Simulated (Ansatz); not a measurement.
Rows from a G0W0 calculation on VBiO4 (Dreyerite) (Ansatz 0.2.0; G0W0 on r2SCAN, plane waves, PAW; PAW set soft_1; 4×4×4 mesh, 447 empty bands, screening to 108 eV, PAW set soft_1 files), in eV. Spin-orbit coupling is left out.

```
row                        k  band  start       Σx  Σc at the solution      Vxc
  A   (0.000, -0.500, 0.000)    v1  5.925  -24.605               3.244  -21.371
  B   (0.000, -0.500, 0.000)    c1  9.094  -15.311              -5.993  -22.531
  C  (0.250, -0.500, -0.500)    v1  5.925  -24.512               2.942  -21.582
  D   (0.000, -0.500, 0.000)    c2  9.613  -15.531              -5.990  -22.773
  E  (0.250, -0.500, -0.500)    c2  9.745  -15.949              -5.821  -23.098
  F  (0.250, -0.500, -0.500)    c1  9.156  -15.235              -5.837  -22.285
```

Q: Work out each quasiparticle level and how far it moved.

The quasiparticle equation reads E = start + Σx + Σc(E) − Vxc.

```
row  E (eV)  shift (eV)
  A   5.934      +0.010
  B  10.320      +1.227
  C   5.937      +0.012
  D  10.864      +1.252
  E  11.073      +1.328
  F  10.368      +1.213
```

The gap over the computed points goes from 3.17 eV to 4.38 eV.

Limits: not at the basis limit; no spin polarisation; d states lean on the start; no spin-orbit coupling.

[Paths, hosts, dates, memory and timing lines, banners, echoed tables and standing remarks are left out of the program output.]

[Logs are printed without paths, hosts, clocks, repeated set-up lines and the standing remarks that a program may print on its own settings, such as how far it seeks lower states.]

[Runs of the session that timed out or met a known fault of the program may be left out.]

[Cells called generated may have been cut or substituted from an entry of the Crystallography Open Database or the Materials Project.]

[Hosts, paths, dates, database ids (printed as entryN), source tags and the programs' standing remarks are cut or masked in the printed files.]
